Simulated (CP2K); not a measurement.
Consider 5-aminopyrimidine at its PBE geometry (Å).

```xyz
12

N     1.9588    0.0822   -0.4775
C     0.6123    0.0240   -0.1537
C    -0.1742    1.1826   -0.0076
N    -1.4867    1.1391    0.2451
C    -2.0322   -0.0852    0.3547
N    -1.3888   -1.2599    0.2430
C    -0.0765   -1.1953   -0.0107
H     2.5153   -0.7396   -0.2648
H     2.4399    0.9536   -0.2799
H     0.2794    2.1752   -0.0994
H    -3.1036   -0.1295    0.5577
H     0.4564   -2.1474   -0.1068
```

Method: CP2K XAS_TDP, all-electron GAPW, PBEh(45%), aug-cc-pVDZ, TDA, GW2X-corrected core level, no relativity.

**Question.** Where do the C K-edge lines lie, and how strong are they?

Leading lines: C2 288.38 eV, C3 287.26 eV and C5 287.79 eV. The leading line of an atom is its first one with 35 % of the strongest within 2.5 eV of its lowest line over the strength cut. Core ionisation energies at this level: C3 293.00, C5 293.11 and C2 293.35 eV.

The first six lines of each atom with a strength over 0.0015:

```
                              atom  energy (eV)  states  strength, one atom  above the computed threshold
          C2 (bonded to 2 C and N)       288.38       1              0.0585                              
                                         291.31       1              0.0018                              
                                         292.31       1              0.0051                              
                                         292.89       1              0.0021                              
                                         292.94       1              0.0043                              
                                         294.27       1              0.0040                           yes
C3 (bonded to C, N and H), 2 alike       287.26       1              0.0508                              
                                         290.91       1              0.0107                              
                                         291.70       1              0.0060                              
                                         292.54       1              0.0024                              
                                         292.63       1              0.0024                              
                                         293.45       1              0.0026                           yes
          C5 (bonded to 2 N and H)       287.79       1              0.0577                              
                                         291.48       1              0.0094                              
                                         291.90       1              0.0030                              
                                         292.58       1              0.0020                              
                                         293.73       1              0.0067                           yes
                                         294.15       1              0.0120                           yes
```

Lines are vertical, at one geometry, with no vibrational structure. GW2X ionisation energies and lines can be off by 1 to 2 eV either way, and a good line position may hide errors that cancel. These values hold no scalar relativity, about 0.1 eV for C 1s. Rydberg lines, and the discretised continuum above threshold, depend on the basis and the box.

[Banner, clock and machine lines of the logs are left out without a mark of their own.]

[Logs are printed without paths, hosts, clocks, repeated set-up lines and the standing remarks that a program may print on its own settings, such as how far it seeks lower states.]

[Hosts, paths, dates, database ids (printed as entryN), source tags and the programs' standing remarks are cut or masked in the printed files.]
